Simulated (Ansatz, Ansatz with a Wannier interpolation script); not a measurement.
**From a coarse GW mesh to bands everywhere: MgAl2C2 (P-3m1)**

G0W0 gives levels on a mesh alone; what do the bands of MgAl2C2 (P-3m1) look like between the points?

Program: Ansatz 0.2.0. Level of theory: LDA, Wannier functions and G0W0, plane waves, PAW. Results are calculated unless marked as measured.

### Step 1. Starting point

It takes space group P-3m1 (No. 164, trigonal). The conventional cell has a = 3.377 Å, b = 3.377 Å, c = 5.817 Å, α = 90.00°, β = 90.00°, γ = 120.00°. Nearest to Mg lie 6 C at 2.51 Å. Nearest to Al lie 4 C at 2.00 to 2.20 Å. C has 4 Al at 2.00 to 2.20 Å and 3 Mg at 2.51 Å nearest. Farther neighbours are not listed.

Geometry: measured cell, ions relaxed with LDA. The runs that relaxed it are not among those shown. The default PAW set here is soft_2. Its files were made with PBE.

### Step 2. LDA bands

Levels along a band path, at the cheap level, show where the edges lie and whether the meshes to come will hold them.

This step: DFT, LDA, plane waves, PAW.

The input, input.yaml:

```yaml
crystal:
  lattice:
    - [3.377, 0.0, 0.0]
    - [-1.6885, 2.9245677886, 0.0]
    - [0.0, 0.0, 5.817]
  atoms:
    - { symbol: Mg, position: [0.0, 0.0, 0.0] }
    - { symbol: Al, position: [0.3333333333, 0.6666666667, 0.3502551946] }
    - { symbol: Al, position: [0.6666666667, 0.3333333333, 0.6497448054] }
    - { symbol: C, position: [0.3333333333, 0.6666666667, 0.7282484982] }
    - { symbol: C, position: [0.6666666667, 0.3333333333, 0.2717515018] }
kpoints:
  mp_grid: { grid: [6, 6, 4] }
  band_path:
    path:
      - [[0.0, 0.0, 0.0], [0.5, 0.0, 0.0], [0.33333333, 0.33333333, 0.0], [0.0, 0.0, 0.0], [0.0, 0.0, 0.5], [0.5, 0.0, 0.5], [0.33333333, 0.33333333, 0.5], [0.0, 0.0, 0.5]]
      - [[0.5, 0.0, 0.5], [0.5, 0.0, 0.0]]
      - [[0.33333333, 0.33333333, 0.5], [0.33333333, 0.33333333, 0.0]]
    npoints: 10
hamiltonian:
  xc: lda
scf:
  occupations: { method: fermi_dirac, width: 0.02 }
  n_extra_bands: 30
output:
  eigenvalues: true
  fatbands: true
  write_density: true
  write_potential: true
  elf: true
  volumetric_format: npy
```

On the command line:

```sh
ansatz run input.yaml --threads 4 --pin off --max-ram 18432MiB --backend cpu --events-out ev --progress --plain --runs-dir out
```

Numbers of over 12 decimals in the logs are rounded to 6 here.

Log:

```text
scf.n_extra_bands = 30 over 12 filled bands (N_el = 24.0): the run solves 42 bands
Engine: ansatz 0.2.0, aarch64-unknown-linux-gnu
Pseudopotentials: kind: paw
Pseudopotential: Mg, paw, valence charge 10, recommended cutoff 420 eV (normal), Mg.paw.azcp
Pseudopotential: Al, paw, valence charge 3, recommended cutoff 420 eV (normal), Al.paw.azcp
Pseudopotential: C, paw, valence charge 4, recommended cutoff 420 eV (normal), C.paw.azcp
Functional definition: SPW92
  exchange = slater_x
  correlation = pw_c
Crystal: 5 atoms, lattice volume = 57.450 Å³
Basis set: ecut = 420 eV, 1135 PW (Γ)
Bands: 42, of which v1, the nominal top of the filled ones, is band 12 counted from 1 (11 counted from 0)
Symmetry: 12 space group operations
Space group: P-3m1 (ITA 164), of the structure as read, at distance tolerance 3.9e-5 Å
k-points: 24 of 144
Non-local potential: Mg, projectors of the file, l = 0: 3, l = 1: 2, l = 2: 1
Non-local potential: Al, projectors of the file, l = 0: 2, l = 1: 2, l = 2: 1
Non-local potential: C, projectors of the file, l = 0: 2, l = 1: 2, l = 2: 1
PAW form: soft (Blöchl's): semilocal exchange-correlation on the pseudo side does not see the compensation charge
PAW frozen core: Mg, regenerated for the run's functional, and the local potential with it (the file was generated under x = pbe(κ = 0.804, μ = 0.219515), c = pbe(β = 0.066725))
PAW frozen core: Al, regenerated for the run's functional, and the local potential with it (the file was generated under x = pbe(κ = 0.804, μ = 0.219515), c = pbe(β = 0.066725))
PAW frozen core: C, regenerated for the run's functional, and the local potential with it (the file was generated under x = pbe(κ = 0.804, μ = 0.219515), c = pbe(β = 0.066725))
PAW one-centre angular grid: Mg, 110 points (default); XC on 64 Gauss nodes
PAW one-centre angular grid: Al, 110 points (default); XC on 64 Gauss nodes
PAW one-centre angular grid: C, 110 points (default); XC on 64 Gauss nodes
Initial density: superposition of atomic densities (neutral atoms: chi_scale 0, normalization atom), corrected by the library's trained network
Initial wavefunctions: pseudopotential atomic-orbital guess
Functional: x = slater, c = lda
SCF iter   1: F=—  HF=-3413.888447 eV  |F-HF|=—  |Δ(HF+E_count)|=         —  Δρ=6.68e-3  dr2=2.44e-2  ethr=1.77e-3  ⟨swp⟩=5.9  Hψ=5296  notcnv=0  defer=230
preconditioner: auto → none  [insulator: Δε(μ)=1.784 eV  Ē_g=21.113 eV  σ=0.020 eV  W_gap=1.00  n_scr=10 (ndim 8)  ℏωp=19.6 eV  f_vac=0.000  D(μ)=0.00/eV (n_scr^D=0)  ε∞_Penn≈1.9]
SCF iter   2: F=—  HF=-3413.879110 eV  |F-HF|=—  |Δ(HF+E_count)|=   9.34e-3  Δρ=2.75e-3  dr2=4.80e-3  ethr=1.01e-4  ⟨swp⟩=2.0  Hψ=1325  notcnv=0  defer=557
SCF iter   3: F=—  HF=-3413.877614 eV  |F-HF|=—  |Δ(HF+E_count)|=   1.50e-3  Δρ=6.10e-4  dr2=6.45e-4  ethr=2.00e-5  ⟨swp⟩=2.5  Hψ=807  notcnv=0  defer=567
SCF iter   4: F=—  HF=-3413.877448 eV  |F-HF|=—  |Δ(HF+E_count)|=   1.66e-4  Δρ=1.62e-4  dr2=2.35e-5  ethr=2.69e-6  ⟨swp⟩=2.0  Hψ=540  notcnv=0  defer=567
SCF iter   5: F=—  HF=-3413.877444 eV  |F-HF|=—  |Δ(HF+E_count)|=   4.62e-6  Δρ=3.18e-5  dr2=3.01e-7  ethr=9.80e-8  ⟨swp⟩=2.3  Hψ=595  notcnv=0  defer=567
SCF iter   6: F=-3413.877444 eV  HF=-3413.877444 eV  |F-HF|=1.11e-8  |Δ(HF+E_count)|=   1.32e-7  Δρ=4.66e-6  dr2=1.62e-8  ethr=4.17e-10  ⟨swp⟩=9.1  Hψ=5483  notcnv=0
SCF 1 converged in 6 iterations: F = -3413.877444 eV  dr2 = 1.62e-8
[...]
NSCF: frozen V_eff on 93 k-points
SCF converged after 6 iterations
Free energy (F): -3413.877444 eV
Harris-Foulkes:  -3413.877444 eV  (|F-HF|=1.11e-8)
Internal energy: -3413.877444 eV  (E = F + TS)
E sigma→0 (E₀):  -3413.877444 eV
Fermi energy:    9.228669 eV
--- Per-component energies (eV) ---
  E_band       = -279.816786
  E_kinetic    = 306.572762
  E_local      = -1835.761937  (includes V_loc(G=0)·N_el)
  E_nonlocal   = 172.415693
  E_hartree    = 673.658997
  E_xc         = -206.354554
  E_vxc        = -219.100165  (∫ρ·V_xc dr)
  E_paw        = -1341.170802  (= ΣΔE_a)
  E_vpaw       = -51.259051  (= ΣTr[D̂ρ^β])
  E_aug_tail   = 0.000001  (compensation charges beyond the density's cutoff)
  E_ewald      = -1183.625182
  E_core_change = 0.387577  (= ΣΔE_core)
  E_smearing   = -0.000000  (= −TS)
  E_closure    = 0.000000  (closes the sum)
  Σ components = -3413.877444   (vs F -3413.877444, Δ=0.00e0)
--- Band table (eV; the first three rows and the last of 24) ---
  k-point 0: bands = [... 8 lower, 7.2739, 8.0740, 8.1532, 8.1532, 11.6592, 12.9201, 14.9573, 14.9573, ... 26 higher]
  k-point 1: bands = [... 8 lower, 7.3435, 7.3435, 8.0665, 8.0665, 12.3394, 13.3225, 14.7763, 14.9002, ... 26 higher]
  k-point 2: bands = [... 8 lower, 7.4355, 7.4355, 7.9576, 7.9576, 12.8026, 13.6797, 14.7235, 14.9038, ... 26 higher]
  k-point 23: bands = [... 8 lower, 3.1470, 4.2593, 7.2457, 7.2457, 11.7904, 11.7904, 12.6446, 14.2977, ... 26 higher]
```

The job ended after 2.7 s (4 threads of Arm Neoverse V1, shared host; peak memory 0.38 GiB).

Reading the cycles: dr2 is the Hartree energy of the density residual (eV), the measure of convergence; HF is the Harris–Foulkes estimate of the energy, which meets the free energy F at convergence.

This step gave:

```yaml
filled_bands: 12
gap: 1.771 eV
valence_top_at: k = (0.150, 0.000, 0.000)
conduction_bottom_at: k = (0.500, 0.000, 0.350)
least_direct_gap: 2.994 eV
```

The gap is indirect, with the least direct gap 1.22 eV higher.

The electronic bands at the labelled points (eV, zero at the top of the highest nominally filled band):

| point | band 9 | band 10 | band 11 | band 12 | band 13 | band 14 | band 15 | band 16 |
| --- | --- | --- | --- | --- | --- | --- | --- | --- |
| Γ | -1.05 | -0.25 | -0.17 | -0.17 | 3.34 | 4.60 | 6.64 | 6.64 |
| halfway | -2.69 | -1.93 | -0.57 | -0.25 | 3.51 | 4.46 | 5.46 | 6.73 |
| M | -3.62 | -2.53 | -2.11 | -1.00 | 2.02 | 4.36 | 4.62 | 6.62 |
| halfway | -3.85 | -3.35 | -2.14 | -2.06 | 2.97 | 4.33 | 5.52 | 6.36 |
| K | -4.74 | -3.30 | -2.56 | -2.56 | 2.37 | 5.81 | 5.81 | 6.63 |
| halfway | -3.58 | -2.17 | -1.28 | -0.36 | 4.57 | 4.78 | 5.11 | 5.43 |
| Γ | -1.05 | -0.25 | -0.17 | -0.17 | 3.34 | 4.60 | 6.64 | 6.64 |
| halfway | -0.98 | -0.98 | -0.25 | -0.25 | 4.02 | 5.00 | 6.46 | 6.58 |
| A | -0.89 | -0.89 | -0.36 | -0.36 | 4.48 | 5.36 | 6.40 | 6.58 |
| halfway | -2.76 | -1.75 | -1.73 | -0.88 | 3.70 | 4.32 | 5.17 | 6.54 |
| L | -2.32 | -1.85 | -1.53 | -1.35 | 1.89 | 3.52 | 4.00 | 4.62 |
| halfway | -3.84 | -2.80 | -1.49 | -1.04 | 2.58 | 3.62 | 5.34 | 5.48 |
| H | -5.17 | -4.06 | -1.07 | -1.07 | 3.47 | 3.47 | 4.32 | 5.98 |
| halfway | -3.00 | -2.14 | -1.77 | -1.41 | 4.11 | 4.15 | 6.19 | 6.37 |
| A | -0.89 | -0.89 | -0.36 | -0.36 | 4.48 | 5.36 | 6.40 | 6.58 |
| jump to L | -2.32 | -1.85 | -1.53 | -1.35 | 1.89 | 3.52 | 4.00 | 4.62 |
| halfway | -2.92 | -2.44 | -1.54 | -1.16 | 1.83 | 3.64 | 4.95 | 5.56 |
| M | -3.62 | -2.53 | -2.11 | -1.00 | 2.02 | 4.36 | 4.62 | 6.62 |
| jump to H | -5.17 | -4.06 | -1.07 | -1.07 | 3.47 | 3.47 | 4.32 | 5.98 |
| halfway | -5.15 | -3.66 | -1.82 | -1.82 | 3.14 | 4.51 | 4.51 | 6.54 |
| K | -4.74 | -3.30 | -2.56 | -2.56 | 2.37 | 5.81 | 5.81 | 6.63 |

Electrostatic potential energy in the ac plane at fractional y = 0.333, with atoms of Al and C within 0.2 Å of it. With pseudopotentials it is smooth inside the atoms' cores, unlike the true potential.

Values in eV, 24 rows by 14 columns, each cell a mean:
```
  6   5   4   4   6   7   9  10  10  11  11  10   9   8
  7   6   6   6   7   8   9  10  10  10  10  10   9   9
  9   8   8   8   8   9   9   9   8   8   8   8   9   9
  9   9   9   9   9   9   8   7   5   4   5   6   8   9
  9   9   9   9   9   8   6   1  -3  -6  -5  -1   4   7
  8   9   9   9   9   6   1  -6  -9  -9  -9  -8  -2   4
  7   9   9   9   8   4  -3  -8  -6  -2  -3  -8  -7   1
  6   9   9   9   8   3  -6  -7   0   5   3  -4  -8  -2
  6   9  10  10   8   2  -6  -8   0   5   3  -4  -8  -2
  7   9  10  10   8   4  -4  -9  -6  -2  -3  -8  -8   0
  8   9   9   9   8   6   0  -6  -9  -9  -9  -8  -3   3
  8   8   8   8   8   7   5   1  -3  -5  -4  -1   3   6
  7   6   6   6   7   7   8   7   5   4   5   6   7   8
  6   4   3   3   5   7   8   7   6   4   5   7   8   8
  6   3   1   1   4   7   7   4  -3 -10  -7   1   6   7
  5   3   1   1   4   6   5  -6 -26 -33 -30 -16   1   6
  6   4   3   3   5   6   1 -19 -35 -36 -36 -29  -6   5
  8   6   5   6   7   7   2 -19 -35 -36 -36 -29  -6   6
  9   8   7   7   8   9   5  -8 -27 -36 -34 -19   0   8
  9   8   8   8   9  10   8   4  -6 -15 -11  -1   7   9
  9   7   7   7   8  10  10  10   8   7   7   9  10  10
  7   6   5   5   7   9  10  11  11  10  11  11  10   9
  6   4   3   4   6   8  10  11  11  11  11  11  10   9
  6   4   3   3   5   7   9  10  11  11  11  11  10   8
```
Columns run along a (3.4 Å; values clipped at the 3rd and 97th percentile), rows up along c (5.8 Å). Atoms in or near the plane, at fractional coordinates: Al at (0.67, 0.65), C at (0.67, 0.27).

Valence density in the ac plane at fractional y = 0.333, with atoms of Al and C within 0.2 Å of it. It is the smooth field of the valence electrons, not physical close to the nuclei.

Ten even steps from '0' (0.1 e/Å³) to '9' (1.8 e/Å³):
```
00000000000000000
00000000000000000
00000000000000000
00000000000000000
01111100000000000
11111111000000001
11111111100000011
11222111100000011
11222111100000011
11111111000000011
11111111000000001
11111110000000001
00000000000000000
00000000000000000
00000000111111100
00000000111221110
00000001122222211
10000011234443221
10000112346665422
11000112468987532
11000123589999742
11000123589999742
11000113479998642
10000012357876532
00000011234554321
00000001122322111
00000000011111100
00000000000000000
00000000000000000
00000000000000000
```
Columns run along a (3.4 Å), rows up along c (5.8 Å). Atoms in or near the plane, at fractional coordinates: Al at (0.67, 0.65), C at (0.67, 0.27).

### Step 3. Wannier functions (Al:3s Al:3p C:2s C:2p Mg:3s) on 12×12×8

Localised functions give a small Hamiltonian that interpolates between mesh points at no cost.

This step: maximally localised Wannier functions, LDA, plane waves, PAW.

input.yaml, the sections that differ from step 2:

```yaml
kpoints:
  mp_grid: { grid: [6, 6, 4] }
scf:
  occupations: { method: fixed }
  n_extra_bands: 30
output:
  wannier:
    kmesh: [12, 12, 8]
    projections:
      - { species: Al, l: s, shell: 3 }
      - { species: Al, l: p, shell: 3 }
      - { species: C, l: s, shell: 2 }
      - { species: C, l: p, shell: 2 }
      - { species: Mg, l: s, shell: 3 }
    minimise: true
    write_hr: true
    seedname: w
    conv_tol: 1.0e-07
    max_iter: 4000
    disentanglement:
      window: [1.66, 25.14]
      frozen_window: [1.66, 13.09]
      conv_tol: 1.0e-08
# crystal, hamiltonian: as in step 2
```

Log:

```text
[...]
Crystal: 5 atoms, lattice volume = 57.450 Å³
Basis set: ecut = 420 eV, 1135 PW (Γ)
Bands: 42, of which v1, the nominal top of the filled ones, is band 12 counted from 1 (11 counted from 0)
Symmetry: 12 space group operations
[...]
k-points: 24 of 144
[...]
SCF iter   1: F=—  HF=-3413.888471 eV  |F-HF|=—  |Δ(HF+E_count)|=         —  Δρ=6.69e-3  dr2=2.44e-2  ethr=1.77e-3  ⟨swp⟩=4.4  Hψ=3771  notcnv=0  defer=652
[...]
SCF iter   7: F=-3413.877444 eV  HF=-3413.877444 eV  |F-HF|=1.15e-9  |Δ(HF+E_count)|=   1.08e-8  Δρ=3.18e-6  dr2=2.74e-9  ethr=4.17e-10  ⟨swp⟩=10.8  Hψ=6907  notcnv=0
SCF 1 converged in 7 iterations: F = -3413.877444 eV  dr2 = 2.74e-9
[...]
NSCF: frozen V_eff on 134 k-points
the Wannier pass solved 134 of the 1152 points of its mesh, and has the states at the others by symmetry: states obtained by the crystal's operations at points that were solved too leave a residual of 4.04e-13 eV (read by the count's bands and the next), within 1.11e-5 eV
SCF converged after 7 iterations
Free energy (F): -3413.877444 eV
[...]
Internal energy: -3413.877444 eV  (E = F + TS)
E sigma→0 (E₀):  -3413.877444 eV
Fermi energy:    8.308005 eV
[...]
--- Band table (eV; the first three rows and the last of 24) ---
  k-point 0: bands = [... 8 lower, 7.2739, 8.0740, 8.1532, 8.1532, 11.6592, 12.9202, 14.9573, 14.9573, ... 26 higher]
  k-point 1: bands = [... 8 lower, 7.3435, 7.3435, 8.0665, 8.0665, 12.3394, 13.3225, 14.7763, 14.9002, ... 26 higher]
  k-point 2: bands = [... 8 lower, 7.4355, 7.4355, 7.9576, 7.9576, 12.8026, 13.6797, 14.7235, 14.9038, ... 26 higher]
  k-point 23: bands = [... 8 lower, 3.1470, 4.2593, 7.2457, 7.2457, 11.7904, 11.7904, 12.6446, 14.2977, ... 26 higher]
Wannier search: line search 1 of at most 4000: gauge-dependent spread (as the search counts it) 42.9196225 Å², largest recent change 3.0e1 Å² and fall left 2.1e1 Å² against conv_tol 1.0e-7 Å², 0 stops escaped
```

Run time: 76 s. Hardware: 4 threads; peak memory 1.3 GiB.

w.win, one line in 2:

```text
! ansatz wannier90 interface
! states of the run's bands (counted from 1): 1-32
num_wann  = 17
conv_tol = 1e-7
dis_win_min = 1.66
dis_froz_min = 1.66
dis_num_iter = 10000
guiding_centres = true

Ang
       -1.688500000005759        2.924567788590025                      0.0
end unit_cell_cart
begin atoms_frac
Al        0.3333333333333333       0.6666666666666666             0.3502551946
C         0.3333333333333333       0.6666666666666666             0.7282484982
end atoms_frac
mp_grid = 12 12 8
```

Numbers from this step:

* gauge-invariant spread: 29.65 Å²
* diagonal spread: 0.09194 Å²
* off-diagonal spread: 4.504 Å²
* total spread: 34.25 Å²
* least projectability: 1.61e-14
* localisation steps: 41
* disentanglement steps: 391
* r.m.s. interpolation error: 6.19e-4 eV
* r.m.s. error near the gap: 8.17e-4 eV

Near the gap the model misses directly solved bands by 0.8 meV r.m.s. and by 9 meV at most in the window tested. This tests the starting bands, not the corrections carried with them.

Wannier functions, by row:

| function | x (Å) | y (Å) | z (Å) | spread (Å²) | nearest atom | distance (Å) |
| --- | --- | --- | --- | --- | --- | --- |
| 1 | 0.734 | 1.424 | 2.897 | 2.361 | Al2 | 1.246 |
| 2 | 1.532 | 0 | 2.908 | 2.358 | Al2 | 1.316 |
| 3 | 0.79 | 2.397 | 1.578 | 2.398 | Al2 | 1.018 |
| 4 | -0.714 | 2.384 | 1.136 | 2.282 | Al2 | 1.229 |
| 5 | 0.004 | 1.064 | 1.465 | 2.268 | Al2 | 1.054 |
| 6 | 0.975 | 0.54 | 4.681 | 2.282 | Al3 | 1.229 |
| 7 | 2.479 | 0.528 | 4.239 | 2.398 | Al3 | 1.018 |
| 8 | 1.692 | 1.86 | 4.352 | 2.268 | Al3 | 1.054 |
| 9 | 1.001 | 1.792 | 5.796 | 2.905 | Mg1 | 1.325 |
| 10 | 2.689 | 1.131 | 0.021 | 2.905 | Mg1 | 1.324 |
| 11 | -0.014 | 1.965 | 4.344 | 1.233 | C4 | 0.109 |
| 12 | 0.068 | 1.901 | 4.204 | 1.255 | C4 | 0.089 |
| 13 | -0.053 | 1.979 | 4.204 | 1.244 | C4 | 0.069 |
| 14 | 1.675 | 0.96 | 1.474 | 1.233 | C5 | 0.109 |
| 15 | 1.756 | 1.023 | 1.613 | 1.255 | C5 | 0.089 |
| 16 | 1.635 | 0.946 | 1.613 | 1.244 | C5 | 0.069 |
| 17 | -0.954 | 1.5 | -2.897 | 2.361 | Al3 | 1.247 |

Frozen up to 4.77 eV; above it the model need not follow the bands. The electronic bands at the labelled points (eV, zero at the valence-band top):

| point | band 9 | band 10 | band 11 | band 12 | band 13 | band 14 | band 15 | band 16 |
| --- | --- | --- | --- | --- | --- | --- | --- | --- |
| Γ | -1.05 | -0.25 | -0.17 | -0.17 | 3.34 | 4.60 | 6.67 | 6.67 |
| halfway | -2.69 | -1.93 | -0.57 | -0.25 | 3.51 | 4.46 | 5.53 | 6.80 |
| M | -3.62 | -2.53 | -2.11 | -1.00 | 2.02 | 4.36 | 4.62 | 6.65 |
| halfway | -3.85 | -3.35 | -2.14 | -2.06 | 2.97 | 4.33 | 5.53 | 6.47 |
| K | -4.74 | -3.30 | -2.56 | -2.56 | 2.37 | 5.83 | 5.85 | 6.65 |
| halfway | -3.58 | -2.17 | -1.28 | -0.36 | 4.57 | 4.78 | 5.12 | 5.49 |
| Γ | -1.05 | -0.25 | -0.17 | -0.17 | 3.34 | 4.60 | 6.67 | 6.67 |
| halfway | -0.98 | -0.98 | -0.25 | -0.25 | 4.02 | 5.01 | 6.60 | 6.62 |
| A | -0.89 | -0.89 | -0.36 | -0.36 | 4.48 | 5.45 | 6.53 | 6.63 |
| halfway | -2.76 | -1.75 | -1.73 | -0.88 | 3.70 | 4.32 | 5.19 | 6.63 |
| L | -2.32 | -1.85 | -1.53 | -1.35 | 1.89 | 3.52 | 4.00 | 4.62 |
| halfway | -3.84 | -2.80 | -1.49 | -1.04 | 2.58 | 3.62 | 5.43 | 5.49 |
| H | -5.17 | -4.06 | -1.07 | -1.07 | 3.47 | 3.47 | 4.32 | 6.15 |
| halfway | -3.00 | -2.14 | -1.77 | -1.41 | 4.11 | 4.15 | 6.20 | 6.45 |
| A | -0.89 | -0.89 | -0.36 | -0.36 | 4.48 | 5.45 | 6.53 | 6.63 |
| jump to L | -2.32 | -1.85 | -1.53 | -1.35 | 1.89 | 3.52 | 4.00 | 4.62 |
| halfway | -2.92 | -2.44 | -1.54 | -1.16 | 1.83 | 3.64 | 4.96 | 5.62 |
| M | -3.62 | -2.53 | -2.11 | -1.00 | 2.02 | 4.36 | 4.62 | 6.65 |
| jump to H | -5.17 | -4.06 | -1.07 | -1.07 | 3.47 | 3.47 | 4.32 | 6.15 |
| halfway | -5.15 | -3.66 | -1.82 | -1.82 | 3.14 | 4.51 | 4.51 | 6.60 |
| K | -4.74 | -3.30 | -2.56 | -2.56 | 2.37 | 5.83 | 5.85 | 6.65 |

The same for Kohn-Sham, solved directly:

| point | band 9 | band 10 | band 11 | band 12 | band 13 | band 14 | band 15 | band 16 |
| --- | --- | --- | --- | --- | --- | --- | --- | --- |
| Γ | -1.05 | -0.25 | -0.17 | -0.17 | 3.34 | 4.60 | 6.64 | 6.64 |
| M | -3.62 | -2.53 | -2.11 | -1.00 | 2.02 | 4.36 | 4.62 | 6.62 |
| K | -4.74 | -3.30 | -2.56 | -2.56 | 2.37 | 5.81 | 5.81 | 6.63 |
| Γ | -1.05 | -0.25 | -0.17 | -0.17 | 3.34 | 4.60 | 6.64 | 6.64 |
| A | -0.89 | -0.89 | -0.36 | -0.36 | 4.48 | 5.36 | 6.40 | 6.58 |
| L | -2.32 | -1.85 | -1.53 | -1.35 | 1.89 | 3.52 | 4.00 | 4.62 |
| H | -5.17 | -4.06 | -1.07 | -1.07 | 3.47 | 3.47 | 4.32 | 5.98 |
| A | -0.89 | -0.89 | -0.36 | -0.36 | 4.48 | 5.36 | 6.40 | 6.58 |
| L | -2.32 | -1.85 | -1.53 | -1.35 | 1.89 | 3.52 | 4.00 | 4.62 |
| M | -3.62 | -2.53 | -2.11 | -1.00 | 2.02 | 4.36 | 4.62 | 6.62 |
| H | -5.17 | -4.06 | -1.07 | -1.07 | 3.47 | 3.47 | 4.32 | 5.98 |
| K | -4.74 | -3.30 | -2.56 | -2.56 | 2.37 | 5.81 | 5.81 | 6.63 |

[end of part 1 of 2]

[Paths, hosts, dates, memory and timing lines, banners, echoed tables and standing remarks are left out of the program output.]

[Logs are printed without paths, hosts, clocks, repeated set-up lines and the standing remarks that a program may print on its own settings, such as how far it seeks lower states.]

[Runs of the session that timed out or met a known fault of the program may be left out.]

[Hosts, paths, dates, database ids (printed as entryN), source tags and the programs' standing remarks are cut or masked in the printed files.]
